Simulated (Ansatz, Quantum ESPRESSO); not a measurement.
# BiPd (P6_3/mmc): electron–phonon coupling with Quantum ESPRESSO, part 2 of 2

Each step names its level of theory.

So far, highest frequency, solved or plainly interpolated (cm⁻¹): step 3 (deformation potentials: PseudoDojo files, cutoff 1115.67 …) 192. The relaxed cell has a = 4.258, c = 5.625 Å (conventional setting).

In doubt: a PseudoDojo file used here is known to give poor structures and forces, which bears on pressures, cells, forces and phonons.

### Step 4. Ground state with pw.x

ph.x needs a tightly converged ground state on the same k mesh; the cell is that of the step before.

This step: DFT PBEsol, scalar-relativistic, plane waves, PseudoDojo norm-conserving pseudopotentials (Quantum ESPRESSO 7.5).

The input, pw.in:

```
&control
   calculation = 'scf'
   prefix = 'x'
   outdir = './tmp'
   pseudo_dir = './pseudo'
   tprnfor = .true.
   tstress = .true.
/
&system
   ibrav = 4
   celldm(1) = 8.0458005
   celldm(3) = 1.32110959
   nat = 4
   ntyp = 2
   ecutwfc = 82.0
   ecutrho = 328.0
   occupations = 'smearing'
   smearing = 'fd'
   degauss = 0.00734986
   nbnd = 49
/
&electrons
   conv_thr = 1.0d-11
   mixing_beta = 0.5
/
ATOMIC_SPECIES
 Bi    208.9804  Bi.upf
 Pd    106.4200  Pd.upf
ATOMIC_POSITIONS crystal
 Bi     0.333333333   0.666666667   0.250000000
 Bi     0.666666667   0.333333333   0.750000000
 Pd     0.000000000   0.000000000   0.000000000
 Pd     0.000000000   0.000000000   0.500000000
K_POINTS automatic
 6 6 4 0 0 0
```

Launch:

```console
$ OMP_NUM_THREADS=1 mpirun -n 8 pw.x -nk 8 -in pw.in > pw.x.log
```

What it wrote:

```text
Program PWSCF v.7.5

     This program is part of the open-source Quantum ESPRESSO suite
     for quantum simulation of materials; please cite
         "P. Giannozzi et al., J. Phys.:Condens. Matter 21 395502 (2009);
         "P. Giannozzi et al., J. Phys.:Condens. Matter 29 465901 (2017);
         "P. Giannozzi et al., J. Chem. Phys. 152 154105 (2020);
     in publications or presentations arising from this work. More details at

     G-vector sticks info
     --------------------
     sticks:   dense  smooth     PW     G-vecs:    dense   smooth      PW
     Sum        1483    1483    421                59803    59803    9081

     Using Slab Decomposition

     bravais-lattice index     =            4
     lattice parameter (alat)  =       8.0458  a.u.
     unit-cell volume          =     595.9053 (a.u.)^3
     number of atoms/cell      =            4
     number of atomic types    =            2
     number of electrons       =        66.00
     number of Kohn-Sham states=           49
     kinetic-energy cutoff     =      82.0000  Ry
     charge density cutoff     =     328.0000  Ry
     scf convergence threshold =      1.0E-11
     mixing beta               =       0.5000
     number of iterations used =            8  plain     mixing
     Exchange-correlation= PBESOL
                           (   1   4  10   8   0   0   0)

     celldm(1)=   8.045801  celldm(2)=   0.000000  celldm(3)=   1.321110
     celldm(4)=   0.000000  celldm(5)=   0.000000  celldm(6)=   0.000000

     crystal axes: (cart. coord. in units of alat)
               a(1) = (   1.000000   0.000000   0.000000 )
               a(2) = (  -0.500000   0.866025   0.000000 )
               a(3) = (   0.000000   0.000000   1.321110 )

     reciprocal axes: (cart. coord. in units 2 pi/alat)
               b(1) = (  1.000000  0.577350 -0.000000 )
               b(2) = (  0.000000  1.154701  0.000000 )
               b(3) = (  0.000000 -0.000000  0.756939 )

     PseudoPot. # 1 for Bi read from file:
     ./pseudo/Bi.upf
     Pseudo is Norm-conserving + core correction, Zval = 15.0
     Using radial grid of 1472 points,  6 beta functions with:
                l(1) =   0
                l(2) =   0
                l(3) =   1
                l(4) =   1
                l(5) =   2
                l(6) =   2

     PseudoPot. # 2 for Pd read from file:
     ./pseudo/Pd.upf
     Pseudo is Norm-conserving + core correction, Zval = 18.0
     Using radial grid of 1238 points,  6 beta functions with:
                l(1) =   0
                l(2) =   0
                l(3) =   1
                l(4) =   1
                l(5) =   2
                l(6) =   2

     atomic species   valence    mass     pseudopotential
     Bi               15.00   208.98040     Bi( 1.00)
     Pd               18.00   106.42000     Pd( 1.00)

     24 Sym. Ops., with inversion, found (12 have fractional translation)

   Cartesian axes

     site n.     atom                  positions (alat units)
         1        Bi     tau(   1) = (  -0.0000000   0.5773503   0.3302774  )
         2        Bi     tau(   2) = (   0.5000000   0.2886751   0.9908322  )
         3        Pd     tau(   3) = (   0.0000000   0.0000000   0.0000000  )
         4        Pd     tau(   4) = (   0.0000000   0.0000000   0.6605548  )

     number of k points=    21  Fermi-Dirac smearing, width (Ry)=  0.0073
                       cart. coord. in units 2pi/alat
        k(    1) = (   0.0000000   0.0000000   0.0000000), wk =   0.0138889
        k(    2) = (   0.0000000   0.0000000   0.1892349), wk =   0.0277778
        k(    3) = (   0.0000000   0.0000000  -0.3784697), wk =   0.0138889
        k(    4) = (   0.0000000   0.1924501   0.0000000), wk =   0.0833333
        k(    5) = (   0.0000000   0.1924501   0.1892349), wk =   0.1666667
        k(    6) = (   0.0000000   0.1924501  -0.3784697), wk =   0.0833333
        k(    7) = (   0.0000000   0.3849002   0.0000000), wk =   0.0833333
        k(    8) = (   0.0000000   0.3849002   0.1892349), wk =   0.1666667
        k(    9) = (   0.0000000   0.3849002  -0.3784697), wk =   0.0833333
        k(   10) = (   0.0000000  -0.5773503   0.0000000), wk =   0.0416667
        k(   11) = (   0.0000000  -0.5773503   0.1892349), wk =   0.0833333
        k(   12) = (   0.0000000  -0.5773503  -0.3784697), wk =   0.0416667
        k(   13) = (   0.1666667   0.2886751   0.0000000), wk =   0.0833333
        k(   14) = (   0.1666667   0.2886751   0.1892349), wk =   0.1666667
        k(   15) = (   0.1666667   0.2886751  -0.3784697), wk =   0.0833333
        k(   16) = (   0.1666667   0.4811252   0.0000000), wk =   0.1666667
        k(   17) = (   0.1666667   0.4811252   0.1892349), wk =   0.3333333
        k(   18) = (   0.1666667   0.4811252  -0.3784697), wk =   0.1666667
        k(   19) = (   0.3333333   0.5773503   0.0000000), wk =   0.0277778
        k(   20) = (   0.3333333   0.5773503   0.1892349), wk =   0.0555556
        k(   21) = (   0.3333333   0.5773503  -0.3784697), wk =   0.0277778

     Dense  grid:    59803 G-vectors     FFT dimensions: (  48,  48,  64)

     Initial potential from superposition of free atoms

     starting charge      65.9981, renormalised to      66.0000
     Starting wfcs are   36 randomized atomic wfcs +   13 random wfcs

     per-process dynamical memory:    59.2 Mb

     Self-consistent Calculation

     iteration #  1     ecut=    82.00 Ry     beta= 0.50
     Davidson diagonalization with overlap
     ethr =  1.00E-02,  avg # of iterations =  5.5

     total energy              =    -866.54664544 Ry
     estimated scf accuracy    <       1.43547237 Ry

     iteration #  2     ecut=    82.00 Ry     beta= 0.50
     Davidson diagonalization with overlap
     ethr =  2.17E-03,  avg # of iterations =  2.0

     total energy              =    -867.01869083 Ry
     estimated scf accuracy    <       1.97510395 Ry

     iteration #  3     ecut=    82.00 Ry     beta= 0.50
     Davidson diagonalization with overlap
     ethr =  2.17E-03,  avg # of iterations =  2.0

     total energy              =    -867.24531114 Ry
     estimated scf accuracy    <       0.03797052 Ry

     iteration #  4     ecut=    82.00 Ry     beta= 0.50
     Davidson diagonalization with overlap
     ethr =  5.75E-05,  avg # of iterations =  4.8

     total energy              =    -867.25568450 Ry
     estimated scf accuracy    <       0.02036150 Ry

     iteration #  5     ecut=    82.00 Ry     beta= 0.50
     Davidson diagonalization with overlap
     ethr =  3.09E-05,  avg # of iterations =  1.3

     total energy              =    -867.25884643 Ry
     estimated scf accuracy    <       0.00005025 Ry

     iteration #  6     ecut=    82.00 Ry     beta= 0.50
     Davidson diagonalization with overlap
     ethr =  7.61E-08,  avg # of iterations =  4.3

     total energy              =    -867.25878753 Ry
     estimated scf accuracy    <       0.00026895 Ry

     iteration #  7     ecut=    82.00 Ry     beta= 0.50
     Davidson diagonalization with overlap
     ethr =  7.61E-08,  avg # of iterations =  2.0

     total energy              =    -867.25884873 Ry
     estimated scf accuracy    <       0.00002509 Ry

     iteration #  8     ecut=    82.00 Ry     beta= 0.50
     Davidson diagonalization with overlap
     ethr =  3.80E-08,  avg # of iterations =  1.0

     total energy              =    -867.25885149 Ry
     estimated scf accuracy    <       0.00000045 Ry

     iteration #  9     ecut=    82.00 Ry     beta= 0.50
     Davidson diagonalization with overlap
     ethr =  6.84E-10,  avg # of iterations =  2.1

     total energy              =    -867.25885157 Ry
     estimated scf accuracy    <          7.1E-10 Ry

     iteration # 10     ecut=    82.00 Ry     beta= 0.50
     Davidson diagonalization with overlap
     ethr =  1.08E-12,  avg # of iterations =  3.9

     total energy              =    -867.25885157 Ry
     estimated scf accuracy    <          6.3E-09 Ry

     iteration # 11     ecut=    82.00 Ry     beta= 0.50
     Davidson diagonalization with overlap
     ethr =  1.08E-12,  avg # of iterations =  2.0

     total energy              =    -867.25885157 Ry
     estimated scf accuracy    <          4.6E-10 Ry

     iteration # 12     ecut=    82.00 Ry     beta= 0.50
     Davidson diagonalization with overlap
     ethr =  6.94E-13,  avg # of iterations =  1.1

     End of self-consistent calculation

          k = 0.0000 0.0000 0.0000 (  7489 PWs)   bands (ev):

   -69.4345 -69.4206 -35.2964 -35.2307 -35.2307 -35.2136 -35.2136 -35.1191
    -7.7928  -7.7928  -7.7495  -7.7495  -7.7487  -7.7409  -7.7409  -7.7306
    -7.7084  -7.7084   2.1614   4.8794   9.4592  10.2766  10.2766  10.6613
    11.5571  11.5571  12.1448  12.1448  13.0292  13.0292  15.1522  15.8519
    15.8519  17.8564  18.1070  18.1070  18.1474  18.5858  21.2876  21.2876
    23.2915  23.3832  23.3832  23.7858  25.7361  25.7361  25.7442  26.6451
    26.6452

          k = 0.0000 0.0000 0.1892 (  7507 PWs)   bands (ev):

   -69.4325 -69.4226 -35.2706 -35.2282 -35.2282 -35.2161 -35.2161 -35.1453
    -7.7862  -7.7862  -7.7554  -7.7554  -7.7457  -7.7366  -7.7366  -7.7328
    -7.7137  -7.7137   2.4274   4.2369  10.3442  10.4956  10.4956  10.9636
    11.7117  11.7117  11.8149  11.8149  12.6640  12.6640  14.4607  16.0208
    16.4389  16.4389  17.9556  17.9556  18.6698  20.1443  21.2740  21.2740
    22.5259  22.5466  22.5466  23.2965  25.1282  26.5053  26.5053  27.8360
    27.8360

          k = 0.0000 0.0000-0.3785 (  7506 PWs)   bands (ev):

   -69.4276 -69.4276 -35.2222 -35.2222 -35.2222 -35.2222 -35.2082 -35.2082
    -7.7704  -7.7704  -7.7704  -7.7704  -7.7388  -7.7388  -7.7257  -7.7257
    -7.7257  -7.7257   3.1837   3.1837  11.0920  11.0920  11.0920  11.0920
    11.3859  11.3859  12.1226  12.1226  12.1226  12.1226  14.1831  14.1831
[...]
28.2963

          k = 0.0000 0.1925 0.0000 (  7488 PWs)   bands (ev):

[...]
28.1664

          k = 0.0000 0.1925 0.1892 (  7482 PWs)   bands (ev):

[...]
28.5632

          k = 0.0000 0.1925-0.3785 (  7480 PWs)   bands (ev):

[...]
28.5218

          k = 0.0000 0.3849 0.0000 (  7480 PWs)   bands (ev):

[...]
29.7453

          k = 0.0000 0.3849 0.1892 (  7475 PWs)   bands (ev):

[...]
30.0056

          k = 0.0000 0.3849-0.3785 (  7476 PWs)   bands (ev):

[...]
29.0423

          k = 0.0000-0.5774 0.0000 (  7456 PWs)   bands (ev):

[...]
28.9810

          k = 0.0000-0.5774 0.1892 (  7448 PWs)   bands (ev):

[...]
29.3344

          k = 0.0000-0.5774-0.3785 (  7480 PWs)   bands (ev):

[...]
29.3425

          k = 0.1667 0.2887 0.0000 (  7475 PWs)   bands (ev):

[...]
29.6155

          k = 0.1667 0.2887 0.1892 (  7480 PWs)   bands (ev):

[...]
28.8792

          k = 0.1667 0.2887-0.3785 (  7466 PWs)   bands (ev):

[...]
29.2710

          k = 0.1667 0.4811 0.0000 (  7473 PWs)   bands (ev):

[...]
29.2620

          k = 0.1667 0.4811 0.1892 (  7467 PWs)   bands (ev):

[...]
29.6825

          k = 0.1667 0.4811-0.3785 (  7452 PWs)   bands (ev):

[...]
29.7895

          k = 0.3333 0.5774 0.0000 (  7446 PWs)   bands (ev):

[...]
29.7498

          k = 0.3333 0.5774 0.1892 (  7452 PWs)   bands (ev):

[...]
13.8117  13.8117  17.1604  17.1604  20.1898  22.3303  23.3979  23.3979
    23.8194  23.8194  23.9801  26.6918  26.6918  27.2655  28.9391  29.1690
    29.1690

          k = 0.3333 0.5774-0.3785 (  7470 PWs)   bands (ev):

   -69.4275 -69.4275 -35.2233 -35.2233 -35.2229 -35.2229 -35.2080 -35.2080
    -7.7724  -7.7724  -7.7558  -7.7558  -7.7343  -7.7343  -7.7316  -7.7316
    -7.7078  -7.7078   4.0653   4.0653  10.1075  10.1075  10.9437  10.9437
    11.3565  11.3565  12.1617  12.1617  12.1825  12.1825  12.8918  12.8918
    13.4482  13.4482  19.1459  19.1459  21.3280  21.3280  22.2308  22.2308
    24.0487  24.0487  24.2234  24.2234  25.5126  25.5126  31.1276  31.1278
    31.4751

     the Fermi energy is    14.9548 ev

!    total energy              =    -867.25885157 Ry
     estimated scf accuracy    <          9.9E-13 Ry
     smearing contrib. (-TS)   =      -0.00511496 Ry
     internal energy E=F+TS    =    -867.25373661 Ry

     The total energy is F=E-TS. E is the sum of the following terms:
     one-electron contribution =    -325.06874901 Ry
     hartree contribution      =     203.17804154 Ry
     xc contribution           =    -168.08096776 Ry
     ewald contribution        =    -577.28206138 Ry

     convergence has been achieved in  12 iterations

     Forces acting on atoms (cartesian axes, Ry/au):

     atom    1 type  1   force =    -0.00000000   -0.00000000    0.00000000
     atom    2 type  1   force =     0.00000000    0.00000000    0.00000000
     atom    3 type  2   force =     0.00000000    0.00000000    0.00000000
     atom    4 type  2   force =     0.00000000    0.00000000    0.00000000

     Total force =     0.000000     Total SCF correction =     0.000000

     Computing stress (Cartesian axis) and pressure

          total   stress  (Ry/bohr**3)                   (kbar)     P=        5.10
   0.00004044   0.00000000   0.00000000            5.95        0.00        0.00
   0.00000000   0.00004044  -0.00000000            0.00        5.95       -0.00
   0.00000000  -0.00000000   0.00002307            0.00       -0.00        3.39

     Writing all to output data dir ./tmp/x.save/ :
     XML data file, charge density, pseudopotentials, collected wavefunctions

   JOB DONE.
```

Elapsed: 41 s, on 8 MPI ranks of Arm Neoverse N1, shared host.

This step gave:

* pressure: 0.5097 GPa

With these potentials, mesh and smearing the cell is at 0.51 GPa.

### Step 5. Phonons and couplings with ph.x: Fermi–Dirac smearing of 0.1 eV

ph.x gives each mode's frequency and linewidth; λ of a mode follows from Gaussian double-delta sums over the k mesh, here at four widths.

The input, ph.in:

```
phonons and couplings
&inputph
   prefix = 'x'
   outdir = './tmp'
   tr2_ph = 1.0d-15
   fildyn = 'x.dyn'
   fildvscf = 'dvscf'
   ldisp = .true.
   nq1 = 2
   nq2 = 2
   nq3 = 2
   electron_phonon = 'simple'
   el_ph_ngauss = 0
   el_ph_sigma = 0.00734986
   el_ph_nsigma = 4
   alpha_mix(1) = 0.5
   amass(1) = 208.9804
   amass(2) = 106.42
/
```

Launch:

```console
$ OMP_NUM_THREADS=1 mpirun -n 8 ph.x -nk 8 -in ph.in > ph.x.log
```

What it wrote:

```text
[banner, memory and clock lines left out]
Program PHONON v.7.5

     ./tmp/x.save/

     IMPORTANT: XC functional enforced from input :
     Exchange-correlation= PBESOL
                           (   1   4  10   8   0   0   0)
     Any further DFT definition will be discarded
     Please, verify this is what you really want

     G-vector sticks info

     Reading collected, re-writing distributed wavefunctions in ./tmp/

     Dynamical matrices for ( 2, 2, 2)  uniform grid of q-points
     (   4 q-points):
       N         xq(1)         xq(2)         xq(3)
       1   0.000000000   0.000000000   0.000000000
       2   0.000000000   0.000000000  -0.378469738
       3   0.000000000  -0.577350269   0.000000000
[...]
Number and degeneracy of irreps per q-point
       N         xq(1)         xq(2)         xq(3)   N irreps
       1   0.000000000   0.000000000   0.000000000       8
        1   2   1   1   1   2   2   2
       2   0.000000000   0.000000000  -0.378469738       4
[...]
3   0.000000000  -0.577350269   0.000000000      12
     No degeneracy
       4   0.000000000  -0.577350269  -0.378469738       6
        2   2   2   2   2   2

     Saving dvscf to file. Distribute only q points, not irreducible representations.

     Calculation of q =    0.0000000   0.0000000   0.0000000

     phonons and couplings

     bravais-lattice index     =            4
     lattice parameter (alat)  =       8.0458  a.u.
     unit-cell volume          =     595.9053 (a.u.)^3
     number of atoms/cell      =            4
     number of atomic types    =            2
     kinetic-energy cut-off    =      82.0000  Ry
     charge density cut-off    =     328.0000  Ry
     convergence threshold     =      1.0E-15
     beta                      =       0.5000
     number of iterations used =            4
     Exchange-correlation= PBESOL
                           (   1   4  10   8   0   0   0)

     celldm(1)=    8.04580  celldm(2)=    0.00000  celldm(3)=    1.32111
     celldm(4)=    0.00000  celldm(5)=    0.00000  celldm(6)=    0.00000

     crystal axes: (cart. coord. in units of alat)
               a(1) = (  1.0000  0.0000  0.0000 )
               a(2) = ( -0.5000  0.8660  0.0000 )
               a(3) = (  0.0000  0.0000  1.3211 )

     reciprocal axes: (cart. coord. in units 2 pi/alat)
               b(1) = (  1.0000  0.5774 -0.0000 )
               b(2) = (  0.0000  1.1547  0.0000 )
               b(3) = (  0.0000 -0.0000  0.7569 )

     Atoms inside the unit cell:

     Cartesian axes

     site n.  atom      mass           positions (alat units)
        1  Bi    208.9804   tau(    1) = (   -0.00000    0.57735    0.33028  )
        2  Bi    208.9804   tau(    2) = (    0.50000    0.28868    0.99083  )
        3  Pd    106.4200   tau(    3) = (    0.00000    0.00000    0.00000  )
[...]
k = 0.5000-0.0962 0.3785 (  7452 PWs)   bands (ev):

[...]
29.7895

          k = 0.5000-0.6736 0.0000 (  7473 PWs)   bands (ev):

[...]
13.9242  14.9600  16.3950  16.9079  19.3406  20.4093  22.2647  23.1724
    23.8448  25.6377  26.5892  27.1884  27.3613  28.5191  28.7619  29.1088
    29.2620

     the Fermi energy is    14.9549 ev

     Writing config to output data dir ./tmp/_ph0/x.q_4/x.save/ :
     XML data file

     phonons and couplings

     bravais-lattice index     =            4
     lattice parameter (alat)  =       8.0458  a.u.
     unit-cell volume          =     595.9053 (a.u.)^3
     number of atoms/cell      =            4
     number of atomic types    =            2
     kinetic-energy cut-off    =      82.0000  Ry
     charge density cut-off    =     328.0000  Ry
     convergence threshold     =      1.0E-15
     beta                      =       0.5000
     number of iterations used =            4
     Exchange-correlation= PBESOL
                           (   1   4  10   8   0   0   0)

     celldm(1)=    8.04580  celldm(2)=    0.00000  celldm(3)=    1.32111
     celldm(4)=    0.00000  celldm(5)=    0.00000  celldm(6)=    0.00000

     crystal axes: (cart. coord. in units of alat)
[...]
a(2) = ( -0.5000  0.8660  0.0000 )
               a(3) = (  0.0000  0.0000  1.3211 )

     reciprocal axes: (cart. coord. in units 2 pi/alat)
[...]
b(2) = (  0.0000  1.1547  0.0000 )
               b(3) = (  0.0000 -0.0000  0.7569 )

     Atoms inside the unit cell:

     Cartesian axes

     site n.  atom      mass           positions (alat units)
[...]
3  Pd    106.4200   tau(    3) = (    0.00000    0.00000    0.00000  )
        4  Pd    106.4200   tau(    4) = (    0.00000    0.00000    0.66055  )

     Computing dynamical matrix for
                    q = (   0.0000000  -0.5773503  -0.3784697 )

      9 Sym.Ops. (with q -> -q+G )

     G cutoff =  537.8394  (  59803 G-vectors)     FFT grid: ( 48, 48, 64)

     number of k points=    78  Fermi-Dirac smearing, width (Ry)=  0.0073

     PseudoPot. # 1 for Bi read from file:
     ./pseudo/Bi.upf
     Pseudo is Norm-conserving + core correction, Zval = 15.0
     Using radial grid of 1472 points,  6 beta functions with:
[...]
PseudoPot. # 2 for Pd read from file:
     ./pseudo/Pd.upf
     Pseudo is Norm-conserving + core correction, Zval = 18.0
     Using radial grid of 1238 points,  6 beta functions with:
[...]
l(5) =   2
                l(6) =   2

     Atomic displacements:
     There are    6 irreducible representations

[...]
Representation     5      2 modes -  To be done

     Representation     6      2 modes -  To be done

     Alpha used in Ewald sum =   2.8000

[...]
End of self-consistent calculation

     Convergence has been achieved

     Representation #   3 modes #   5   6

     Self-consistent Calculation

[...]
End of self-consistent calculation

     Convergence has been achieved

     Representation #   4 modes #   7   8

     Self-consistent Calculation

[...]
thresh= 4.495E-08 alpha_mix =  0.500 |ddv_scf|^2 =  6.657E-15

      thresh= 8.159E-09 alpha_mix =  0.500 |ddv_scf|^2 =  4.615E-16
```

Wall time 1.5 h (8 MPI ranks).

The run was cut off at its time limit.

The run did not finish in the time allowed, so it gives no couplings or resistivity.

### Step 6. Summary of results

```
phonon run of the rows without a label of their own                                         : PBEsol, q 2×2×2, k 6×6×4
softest mode on the q mesh                                                                  : 42 cm⁻¹ at q = (0.5, 0, 0)
highest frequency, solved or plainly interpolated                                           : 192 cm⁻¹
coupling λ by Gaussian sums at 0.2 eV, Ansatz, PseudoDojo, cutoff 1116 eV, q 2×2×2, k 6×6×4 : 0.405
```

In words: In the last run that gave them, λ from the Gaussian sums still varies by a factor of 1.3 between widths of 0.1 and 0.4 eV; these sums hold few wavevectors and leave out the zone centre. Spin–orbit coupling, left out here, matters for Bi.

[Logs are printed without paths, hosts, clocks, repeated set-up lines and the standing remarks that a program may print on its own settings, such as how far it seeks lower states.]

[Hosts, paths, dates, database ids (printed as entryN), source tags and the programs' standing remarks are cut or masked in the printed files.]
